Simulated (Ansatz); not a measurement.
# Lattice dynamics of TiSi (model cell, started as zinc blende), part 2 of 2

Task: relax TiSi (model cell, started as zinc blende), then find its harmonic phonons.

Ansatz 0.2.0; DFT PBEsol, scalar-relativistic, plane waves, PAW.

So far. Step 4 (Relaxing to small forces for the phonons): The forces vanish by symmetry and the pressure is 0.005 GPa, within the tolerances set. The cell now holds 23.40 Å³/atom. The relaxed cell has a = 5.721 Å (conventional setting).

The structure was built from a prototype and need not be the compound's stable phase.

## (5) Linear response at the zone centre

The zone centre comes first: it holds the modes that light can see, as far as symmetry allows. No field response is asked, and the gap on the mesh is small against the smearing.

Input file input.yaml:

```yaml
crystal:
  lattice:
    - [0.0, 2.8603676107, 2.8603676107]
    - [2.8603676107, 0.0, 2.8603676107]
    - [2.8603676107, 2.8603676107, 0.0]
  atoms:
    - { symbol: Ti, position: [0.0, 0.0, 0.0] }
    - { symbol: Si, position: [0.25, 0.25, 0.25] }
kpoints:
  mp_grid: { grid: [12, 12, 12] }
hamiltonian:
  xc: pbesol
scf:
  occupations: { method: gaussian, width: 0.1 }
output:
  eigenvalues: true
phonons:
  method: dfpt
```

Started as:

```console
$ ansatz run input.yaml --threads 4 --pin off --max-ram 7168MiB --backend cpu --events-out ev --progress --plain --runs-dir out
```

Numbers of over 12 decimals in the logs are rounded to 6 here.

The log of the run:

```text
zone centre: on kpoints.mp_grid the ground state, and the responses unless they are solved on pairs of k-points, stand on 163 of the mesh's 1728 k-points, reduced under 8 symmetry operations, with k and −k counted as one. Each operation leaves every solved displacement unchanged or reverses it
[...]
Crystal: 2 atoms, lattice volume = 46.805 Å³
Basis set: ecut = 420 eV, 941 PW (Γ), exchange–correlation on 60×60×60 points (8 copies of the dense FFT grid, shifted against one another)
Bands: 12, of which v1, the nominal top of the filled ones, is band 8 counted from 1 (7 counted from 0)
Symmetry: 24 space group operations
k-points: 163 of 1728 (irreducible under 8 space group operations, time reversal used)
[...]
SCF iter   1: F=—  HF=-3094.043049 eV  |F-HF|=—  |Δ(HF+E_count)|=         —  Δρ=7.89e-3  dr2=3.64e-2  ethr=1.77e-3  ⟨swp⟩=5.1  Hψ=10913  notcnv=0
[...]
SCF iter   9: F=-3094.038921 eV  HF=-3094.038921 eV  |F-HF|=9.09e-13  |Δ(HF+E_count)|=  8.64e-12  Δρ=6.16e-8  dr2=2.83e-12  ethr=1.00e-12  ⟨swp⟩=5.0  Hψ=7242  notcnv=0
SCF 1 converged in 9 iterations: F = -3094.038921 eV  dr2 = 2.83e-12
[...]
DFPT response loops at Γ: preconditioner auto → Kerker (q_TF=auto, 2.281 Å⁻¹) (partly filled bands, converged f_vac=0.000); β = 1.00, the filter's whole step (`scf.mixing.beta` (0.50) is not read by the response loops under this deck's `scf.mixing.preconditioner`; to damp them name `kerker` or `kerker_dos`, under which they read `scf.mixing.beta`, and type it under 1.00, their step now; both keys bind the ground state too); Broyden in place of MSR1
SCF converged after 9 iterations
Free energy (F): -3094.038921 eV
[...]
Internal energy: -3094.037008 eV  (E = F + TS)
E sigma→0 (E₀):  -3094.037964 eV
Entropy (-TS):   -0.001914 eV (-0.957 meV/atom)
Fermi energy:    6.169634 eV
[...]
--- Band table (eV; the first three rows and the last of 163) ---
  k-point 0: bands = [... 4 lower, -1.8644, 5.1551, 5.1551, 5.1551, 7.1996, 7.1996, 11.9191, 12.5176]
  k-point 1: bands = [... 4 lower, -1.7864, 5.0523, 5.1834, 5.1834, 7.1811, 7.1811, 11.5255, 12.3340]
  k-point 2: bands = [... 4 lower, -1.5610, 4.7773, 5.2557, 5.2557, 7.1496, 7.1496, 10.4716, 11.9346]
  k-point 162: bands = [... 4 lower, 0.2583, 4.2134, 4.8155, 5.9000, 6.3164, 7.2145, 7.7928, 8.4057]
--- Phonons (Γ-DFPT): 2 representative perturbations + reference, on 163 of 1728 k-points (Σ response iterations 6) ---
  k mesh reduced under 8 symmetry operations, with k and −k counted as one. Each operation leaves every solved displacement unchanged or reverses it
  ASR residual: 1.237e-5 → 0.000e0 eV/Å²; symmetrization residual: 4.648e-6 eV/Å²
  ASR residual per site (eV/Å²): 1.24e-5 7.26e-6
  Γ frequencies (cm⁻¹): 0.00 0.00 0.00 324.10 324.10 324.10
  non-analytic LO–TO correction: not included (Born effective charges unavailable; polar crystals: no LO–TO splitting at Γ)
```

Run time: 6.6 s. Hardware: 4 threads of Arm Neoverse V2, shared host; peak memory 0.59 GiB; 24 s of CPU time.

Reading the cycles: dr2 is the Hartree energy of the density residual (eV), the measure of convergence; HF is the Harris–Foulkes estimate of the energy, which meets the free energy F at convergence.

Numbers from this step:

```yaml
sum_rule_residual_before_enforcement: 1.24e-5 eV/Å²
point_group: -43m
highest_optical_mode_at_the_zone_centre_no_lo_to_term: 324.1 cm⁻¹
lowest_optical_zone_centre_mode: 324.1 cm⁻¹
```

Without the LO-TO term. Patterns of degenerate modes are one choice out of their space. Modes at Γ, with each element's share of the kinetic energy:

```csv
mode,frequency (cm⁻¹),symmetry,Ti %,Si %
1,0.0,acoustic,63,37
2,0.0,acoustic,63,37
3,0.0,acoustic,63,37
4,324.1,T2,37,63
5,324.1,T2,37,63
6,324.1,T2,37,63
```

Displacements in mode 6 (324.1 cm⁻¹), the largest set to 1:
```
Ti1  0.00 -0.59  0.00
Si2  0.00  1.00  0.00
```

Before it was imposed, the acoustic sum rule was missed by 1.2e-5 eV/Å². Small misses are needed for a sound result but don't prove that mesh and cutoff are converged. The lowest optical mode is real, 324 cm⁻¹.

## (6) Response at finite wavevector

Stability and thermal properties need the whole zone. Linear response on a 4×4×4 q mesh gives force constants as far as a supercell of that size would.

Changes to input.yaml since step 5:

```diff
@@ -18 +18,8 @@
   method: dfpt
+  qmesh: [4, 4, 4]
+  temperatures: { t_max: 1000, t_step: 50 }
+  qpath:
+    path:
+      - [[0.0, 0.0, 0.0], [-0.5, -0.5, 0.0], [-0.375, -0.375, 0.25]]
+      - [[-0.375, 0.0, 0.375], [0.0, 0.0, 0.0], [0.0, 0.0, 0.5], [-0.5, -0.25, 0.25], [-0.5, -0.5, 0.0]]
+    npoints: 10
```

The log of the run:

```text
Warning: phonons: the dynamical matrix that this run interpolates holds no multipole term above the dipole-dipole one, and a site of this crystal is no centre of inversion, so its interpolated transverse optical and acoustic branches and sound speeds can stay off near Gamma, and the density of states and the thermodynamics with them. What a run solves at a wave vector of phonons.qpoints, Gamma apart, where the deck admits one, is free of this, and under fd what a larger phonons.supercell samples
[...]
Crystal: 2 atoms, lattice volume = 46.805 Å³
Basis set: ecut = 420 eV, 941 PW (Γ), exchange–correlation on 60×60×60 points (8 copies of the dense FFT grid, shifted against one another)
Bands: 12, of which v1, the nominal top of the filled ones, is band 8 counted from 1 (7 counted from 0)
Symmetry: 24 space group operations
k-points: 72 of 1728 (time reversal used)
[...]
SCF iter   1: F=—  HF=-3094.043091 eV  |F-HF|=—  |Δ(HF+E_count)|=         —  Δρ=7.89e-3  dr2=3.64e-2  ethr=1.77e-3  ⟨swp⟩=5.1  Hψ=4801  notcnv=0
[...]
SCF iter   9: F=-3094.038921 eV  HF=-3094.038921 eV  |F-HF|=4.55e-13  |Δ(HF+E_count)|=  9.09e-12  Δρ=6.17e-8  dr2=2.83e-12  ethr=1.00e-12  ⟨swp⟩=5.0  Hψ=3196  notcnv=0
SCF 1 converged in 9 iterations: F = -3094.038921 eV  dr2 = 2.83e-12
[...]
SCF iter   8: F=-3094.038921 eV  HF=-3094.038921 eV  |F-HF|=4.55e-13  |Δ(HF+E_count)|=    0.00e0  Δρ=5.02e-9  dr2=1.16e-14  ethr=1.00e-12  ⟨swp⟩=1.0  Hψ=2016  notcnv=0
SCF 2 converged in 8 iterations: F = -3094.038921 eV  dr2 = 1.16e-14
k-points: 280 of 1728 (irreducible under 4 space group operations, time reversal used)
[...]
SCF iter   7: F=-3094.038311 eV  HF=-3094.038311 eV  |F-HF|=9.09e-13  |Δ(HF+E_count)|=  2.00e-11  Δρ=4.95e-8  dr2=7.96e-13  ethr=1.00e-12  ⟨swp⟩=3.0  Hψ=10702  notcnv=0
SCF 3 converged in 7 iterations: F = -3094.038311 eV  dr2 = 7.96e-13
NSCF: frozen V_eff on 280 k-points
[...]
DFPT response loops at Γ: preconditioner auto → none (the input reference at scf.mixing.eps_inf says where Resta's filter doesn't serve); β = 0.50; Broyden in place of MSR1
── the response to a field inside a basis, on 14×14×14 k-points: an SCF that follows is theirs, and a resumed run solves both again ──
Bands: 9, of which v1, the nominal top of the filled ones, is band 8 counted from 1 (7 counted from 0)
k-points: 280
[...]
Eigensolver: Dense (280 Hₖ)
SCF iter   1: F=—  HF=-3094.037050 eV  |F-HF|=—  |Δ(HF+E_count)|=         —  Δρ=6.12e-5  dr2=9.58e-7  ethr=1.00e-1
[...]
SCF iter   4: F=-3094.037050 eV  HF=-3094.037050 eV  |F-HF|=2.15e-9  |Δ(HF+E_count)|=   2.23e-7  Δρ=7.71e-6  dr2=1.09e-8  ethr=4.09e-9
SCF 1 converged in 4 iterations: F = -3094.037050 eV  dr2 = 1.09e-8
[...]
DFPT response loops at q = (0, 0, 0) (fractional): preconditioner auto → Kerker (q_TF=auto, 2.281 Å⁻¹) (partly filled bands, converged f_vac=0.000); β = 1.00, the filter's whole step (`scf.mixing.beta` (0.50) is not read by the response loops under this deck's `scf.mixing.preconditioner`; to damp them name `kerker` or `kerker_dos`, under which they read `scf.mixing.beta`, and type it under 1.00, their step now; both keys bind the ground state too); Broyden in place of MSR1
[...]
SCF converged after 9 iterations
Free energy (F): -3094.038921 eV
[...]
Internal energy: -3094.037008 eV  (E = F + TS)
E sigma→0 (E₀):  -3094.037964 eV
Entropy (-TS):   -0.001914 eV (-0.957 meV/atom)
Fermi energy:    6.169634 eV
[...]
--- Band table (eV; the first three rows and the last of 72) ---
  k-point 0: bands = [... 4 lower, -1.8644, 5.1551, 5.1551, 5.1551, 7.1996, 7.1996, 11.9191, 12.5176]
  k-point 1: bands = [... 4 lower, -1.7864, 5.0523, 5.1834, 5.1834, 7.1811, 7.1811, 11.5255, 12.3340]
  k-point 2: bands = [... 4 lower, -1.5610, 4.7773, 5.2557, 5.2557, 7.1496, 7.1496, 10.4716, 11.9346]
  k-point 71: bands = [... 4 lower, 0.2583, 4.2134, 4.8155, 5.9000, 6.3164, 7.2145, 7.7928, 8.4057]
--- Phonons (Γ-DFPT): 2 representative perturbations + reference (Σ response iterations 6) ---
  ASR residual: 1.056e-5 → 0.000e0 eV/Å²; symmetrization residual: 4.814e-6 eV/Å²
  ASR residual per site (eV/Å²): 1.06e-5 7.04e-6
  Γ frequencies (cm⁻¹): 0.00 0.00 0.00 324.10 324.10 324.10
  Unit cell's response to a homogeneous field: 3 representative field directions (Σ response iterations 15)
  ε∞ (high-frequency dielectric tensor):
       89.398913    -0.000000    -0.000000
       -0.000000    89.398913    -0.000000
       -0.000000    -0.000000    89.398913
  ε⁰ (static dielectric tensor): not given — the deck does not say what the cell's rigid motions are, and on a molecule in a box or a wire the rigid rotations would enter the sum over the modes at Γ. For a crystal or a slab, whose only rigid motions are the translations, set phonons.rigid_motions: translations.
  Born effective charges Z* (e; rows j = field, columns β = displacement):
    site 0:
         6.18513    0.00000    0.00000
        -0.00000    6.18513    0.00000
         0.00000    0.00000    6.18513
    site 1:
        -6.18513   -0.00000   -0.00000
         0.00000   -6.18513   -0.00000
        -0.00000   -0.00000   -6.18513
  Z* charge neutrality: 3.242e-4 e pre-enforcement
  solved inside a basis spanned on the 12×12×12 k-mesh, on 14×14×14 k-points transformed towards the longest dipole: ε∞ is read to err by 3.6e-1, Z* by 3.3e-2 e; Z* is corrected for what the basis lacks
  optical modes at Γ without the LO–TO term, one row a degenerate level:
      ω (cm⁻¹)  modes    IR ((D/Å)²/amu)
        324.10      3           149.5925
  optical modes at Γ + LO–TO along q̂ = [1.0000, 0.0000, 0.0000]:
      ω (cm⁻¹)  modes    IR ((D/Å)²/amu)
        324.10      2            99.7283
        361.19      1            49.8642
  optical modes at Γ + LO–TO along q̂ = [0.0000, 1.0000, 0.0000]:
      ω (cm⁻¹)  modes    IR ((D/Å)²/amu)
        324.10      2            99.7283
        361.19      1            49.8642
  optical modes at Γ + LO–TO along q̂ = [0.0000, 0.0000, 1.0000]:
      ω (cm⁻¹)  modes    IR ((D/Å)²/amu)
        324.10      2            99.7283
        361.19      1            49.8642
--- Phonons (arbitrary-q DFPT): 8 irreducible q on the 4×4×4 mesh ---
  q = [0.0000, 0.0000, 0.0000] (star 1, of the zone-centre solve; hermiticity 1.41e-6, symmetrization 1.07e-12): -0.00 -0.00 0.00 324.10 324.10 324.10
  q = [0.0000, 0.0000, 0.2500] (star 8, 2 solved perturbations on 936 of 1728 k-point pairs; hermiticity 6.48e-7, symmetrization 4.38e-13): -49.05 -49.05 100.15 331.38 331.38 358.36
[...]
q = [0.0000, 0.2500, 0.2500] (star 6, 4 solved perturbations in 1608 linear systems a pass and spin channel, the states on 510 of 1728 k-point pairs; hermiticity 6.69e-7, symmetrization 3.87e-13): -69.10 -69.10 121.60 323.86 323.86 353.88
[...]
sum rule: each row above includes the acoustic sum rule's correction from the zone centre's row sums; it moved no ω² by more than (0.26 cm⁻¹)²
  mesh force constants: q→R imaginary residual 2.97e-18; ASR residual 1.056e-5 → 0.000e0 eV/Å²; symmetrization residual 4.441e-15 eV/Å²
  interpolated dispersion: 63 rows × 6 modes
  density of states and harmonic sums: on the 20×20×20 q-mesh, interpolated from the force constants of a 4×4×4 supercell (with the dipole–dipole term)
  largest difference from the sums on the solved wave vectors: F 4.11e-3 eV, S 5.45e-6 and C_V 1.35e-6 eV/K
  zero-point energy: 0.070730 eV/cell   skipped modes (ω ≤ 0): 513, of them read as no rigid motion or as one in doubt: 510 (2.000e0 modes/cell left out, lowest -106.14 cm⁻¹)   left out of the sums: 3.33e-1 of the cell's modes: C_V's classical limit lies that fraction below 3 k_B per atom; for a crystal, a wire or a layer, F and S can be off by more, and a phonons.interpolated_qmesh denser along its periods is the remedy for the sampling
```

Wall time 3 min (4 threads); peak memory 2.3 GiB.

This step gave:

```
sum-rule residual before enforcement                    : 1.06e-5 eV/Å²
lowest frequency on the path                            : -105.7 cm⁻¹
highest frequency on the path or at a solved wavevector : 363.5 cm⁻¹
lowest mode on the q mesh (acoustic modes at Γ apart)   : -101.0 cm⁻¹
```

Frequencies (cm⁻¹) solved at each irreducible wavevector; negative means imaginary. Frequencies by wavevector, by row:

```csv
q in reciprocal lattice units,star,mode 1,mode 2,mode 3,mode 4,mode 5,mode 6
0 0 0,1,0,0,0,324.1,324.1,324.1
0 0 0.25,8,-49,-49,100.2,331.4,331.4,358.4
0 0 -0.5,4,-60.7,-60.7,149.7,334.8,335.8,335.8
0 0.25 0.25,6,-69.1,-69.1,121.6,323.9,323.9,353.9
0 0.25 -0.5,24,-94.3,-75.8,188,316.8,321.4,324.6
0 0.25 -0.25,12,-86.9,-64.6,168.6,318.1,331,334.8
0 -0.5 -0.5,3,-89.8,-89.8,215.2,287.1,311,311
0.25 -0.5 -0.25,6,-101,-95.5,217,301.6,303.7,317.3
```

Interpolated from a 4×4×4 q mesh, with the LO-TO term (at Γ the limit along the path; where Γ stands inside the path, tables give the limit on arrival). Phonon branches along the path, in cm⁻¹:

```csv
point,branch 1,branch 2,branch 3,branch 4,branch 5,branch 6
Γ,0,0,0,324,324,361
halfway,-69,-69,122,324,324,354
X,-90,-90,215,287,311,311
halfway,-96,-88,215,291,310,314
U,-105,-82,211,303,308,320
jump to K,-105,-82,211,303,308,320
halfway,-65,-56,127,326,332,351
Γ,0,0,0,324,324,361
halfway,-49,-49,100,331,331,358
L,-61,-61,150,335,336,336
halfway,-95,-73,188,316,324,329
W,-101,-96,217,302,304,317
halfway,-96,-93,216,294,308,315
X,-90,-90,215,287,311,311
```

The phonon branches as a text plot (rows in cm⁻¹):

```
    354 |*******                ***************
    334 | ***** **         ***********  ****************
    315 |*     *****************      **             ************
    295 |           *******                              ********
    276 |
    256 |
    236 |
    217 |           *******                              ********
    197 |         **       **                          **
    178 |        *           **                      **
    158 |                      *                 ****
    139 |       *                             ***
    119 |      *                *            *
    100 |    **                  *          *
     80 |   *                     **       *
     60 |                                 *
     41 |  *                        *    *
     21 | *                          *  *
      2 |*                            **
    -18 | *                          *  **
    -37 |  *                      ***     **
    -57 |   ***              *****          *********
    -76 |      *****     ****  *                   ******
    -96 |           ***********                      ************
         Γ           X  U|K            Γ         L        W     X
```

Tetrahedra on a 20×20×20 mesh, mean over bins of 5 cm-1. Interpolated from a 4×4×4 q mesh. The phonon density of states by wavenumber; read off at these points:

```csv
wavenumber (cm⁻¹),phonon density of states (1/cm⁻¹/cell)
-108,0.00147
-92,0.0313
-88,0.042
-78,0.0410
-58,0.0253
-42,0.00558
-28,0.00136
-12,1.3e-4
8,1.0e-5
22,1.4e-4
38,3.6e-4
52,6.9e-4
72,0.00124
88,0.00177
102,0.00241
118,0.00325
138,0.00502
152,0.00819
168,0.00928
182,0.0105
202,0.0125
212,0.0154
218,0.00269
232,0
248,0
268,0
282,0
298,0.00645
312,0.0596
328,0.133
332,0.0912
348,0.0118
362,0.0122
```

The partial phonon density of states has structure finer than the step of the table below, so its rows give means over 20 cm⁻¹, whole bins alone (the curve runs from -116 to 384 cm⁻¹). Peaks (cm⁻¹: height): Si -72.1: 0.0163, 327.8: 0.0722; Ti -81.5: 0.0246, 211.3: 0.0123, 327.8: 0.0424.

Phonopy on the run's constants, 17x17x17 mesh, Gaussian sigma 3.6 cm-1. Interpolated from a 4×4×4 q mesh. Table of partial phonon density of states by wavenumber; means over each step; values in 1/cm⁻¹/cell:

```csv
wavenumber (cm⁻¹),Si,Ti
-100,0.00921,0.0143
-80,0.0160,0.0242
-60,0.0118,0.0179
-40,0.00211,0.00341
-20,3.1e-4,5.1e-4
0,1.6e-5,2.4e-5
20,4.7e-5,8.4e-5
40,1.5e-4,2.6e-4
60,3.2e-4,5.7e-4
80,5.4e-4,0.00100
100,8.0e-4,0.00157
120,0.00113,0.00238
140,0.00165,0.00390
160,0.00224,0.00624
180,0.00223,0.00800
200,0.00159,0.0105
220,2.1e-4,0.00454
240,0,1.0e-7
260,0,0
280,4.0e-4,8.6e-6
300,0.0139,0.00424
320,0.0549,0.0301
340,0.0246,0.0132
360,0.00574,0.00290
```

Second derivatives of the energy by pair, one row for each kind of neighbour of each atom listed. Each entry sums the pair over the periodic images of the supercell that the q mesh stands for, and in a polar crystal it holds the long-range dipole part too. Force constants by pair, by row:

```csv
atom,neighbour,distance (Å),third of the trace (eV/Å²),along the pair's line (eV/Å²)
Ti1,itself,0,7.257,–
Ti1,Si,2.477,-1.887,-5.652
Ti1,Ti,4.045,0.063,-0.0631
Ti1,Si,4.743,-0.0307,0.13
Ti1,Ti,5.721,-0.0868,-0.2633
Ti1,Si,6.234,0.0515,0.1141
Ti1,Ti,7.006,-0.0194,-0.0704
Ti1,Si,7.431,0.0199,0.0704
Ti1,Si,7.431,-0.0051,0.0421
Si2,itself,0,7.237,–
Si2,Ti,2.477,-1.887,-5.652
Si2,Si,4.045,0.0492,-0.3276
Si2,Ti,4.743,-0.0307,0.13
Si2,Si,5.721,-0.0734,-0.1278
Si2,Ti,6.234,0.0515,0.1141
Si2,Si,7.006,-0.0145,-0.0648
Si2,Ti,7.431,-0.0051,0.0421
Si2,Ti,7.431,0.0199,0.0704
```

Symmetry leaves 8 wavevectors to solve. The lowest mode among them, the acoustic zeros apart, lies at q = (0.25, -0.5, -0.25) and is imaginary, 101.0i cm⁻¹, so the energy falls along it. Between them the interpolated path dips to 106i cm⁻¹.

## (7) Isotope substitution, element Si, natural mass 28.085 amu

An isotope changes the mass and not the force constants, so no new electronic calculation is needed; the shifts show which modes move this element.

The same force constants with the mass of Si changed from 28.085 to 29.974 u (phonopy, no LO-TO term). Both lists are sorted by frequency; levels can cross, so a row need not hold one and the same mode. Modes under 3 cm⁻¹ are left out. Isotope shifts, by row:

```csv
q,rank,natural mass (cm⁻¹),changed mass (cm⁻¹)
0 0 0,4,324.1,317.6
0 0 0,5,324.1,317.6
0 0 0,6,324.1,317.6
0 0 0.25,1,-49.05,-48.42
0 0 0.25,2,-49.05,-48.42
0 0 0.25,3,100.2,99.03
0 0 0.25,4,331.4,324.9
0 0 0.25,5,331.4,324.9
0 0 0.25,6,358.4,350.8
0 0 -0.5,1,-60.74,-59.93
0 0 -0.5,2,-60.74,-59.93
0 0 -0.5,3,149.7,148.3
0 0 -0.5,4,334.8,326.9
0 0 -0.5,5,335.8,329.4
0 0 -0.5,6,335.8,329.4
0 0.25 0.25,1,-69.1,-68.21
0 0.25 0.25,2,-69.1,-68.21
0 0.25 0.25,3,121.6,120.3
0 0.25 0.25,4,323.9,317.6
0 0.25 0.25,5,323.9,317.6
0 0.25 0.25,6,353.9,346.2
```

A mode of this element alone would shift by -3.20 %. The highest zone-centre frequency without the field goes from 324.1 to 317.6 cm⁻¹ (-2.0 %). The product of the frequency ratios over all optical modes at Γ is 0.941; the product rule, (m/m′)^(3k/2) (M′/M)^(3/2) with k = 1 such atoms and M the mass of the cell, gives 0.941.

## (8) Another isotope, element Ti, natural mass 47.867 amu

The same for Ti, from 47.87 to 49.94 u.

A mode of this element alone would shift by -2.10 %. The highest zone-centre frequency without the field goes from 324.1 to 321.6 cm⁻¹ (-0.8 %). The product of the frequency ratios over all optical modes at Γ is 0.977; the product rule, (m/m′)^(3k/2) (M′/M)^(3/2) with k = 1 such atoms and M the mass of the cell, gives 0.977.

## (9) Summary of results

```yaml
space_group_after_relaxation_within_0p01_a: F-43m
volume_per_atom: 23.4 Å³
gap_on_the_k_mesh: 0.0424 eV
highest_optical_mode_at_the_zone_centre_no_lo_to_term: 324 cm⁻¹
lowest_optical_zone_centre_mode: 324 cm⁻¹
lowest_mode_on_the_q_mesh_acoustic_modes_at_gamma_apart: -101 cm⁻¹
highest_frequency_on_the_path_or_at_a_solved_wavevector: 364 cm⁻¹
imaginary_modes_on_the_4x4x4_q_mesh: yes
```

What this shows: Modes are clearly imaginary (beyond 10i cm⁻¹) at 7 of the 8 irreducible wavevectors, most at q = (0.25, -0.5, -0.25) (101.0i cm⁻¹), so this structure is not a minimum of the energy. Without the field, the optical modes at Γ form one degenerate level at 324 cm⁻¹. With no gap, or one that is small against the smearing, the frequencies hang on the k mesh and the smearing, most of all near Kohn anomalies. The program warns that the interpolation holds no quadrupole term, so branches close to Γ can be off in this crystal. A phonon run warned that its eigensolver left some bands unconverged in a pass. The starting cell was built on a prototype and not taken from a measurement, so the phase need not exist. These are harmonic frequencies at zero temperature: anharmonic shifts, linewidths and thermal expansion are left out.

[Logs are printed without paths, hosts, clocks, repeated set-up lines and the standing remarks that a program may print on its own settings, such as how far it seeks lower states.]

[Hosts, paths, dates, database ids (printed as entryN), source tags and the programs' standing remarks are cut or masked in the printed files.]
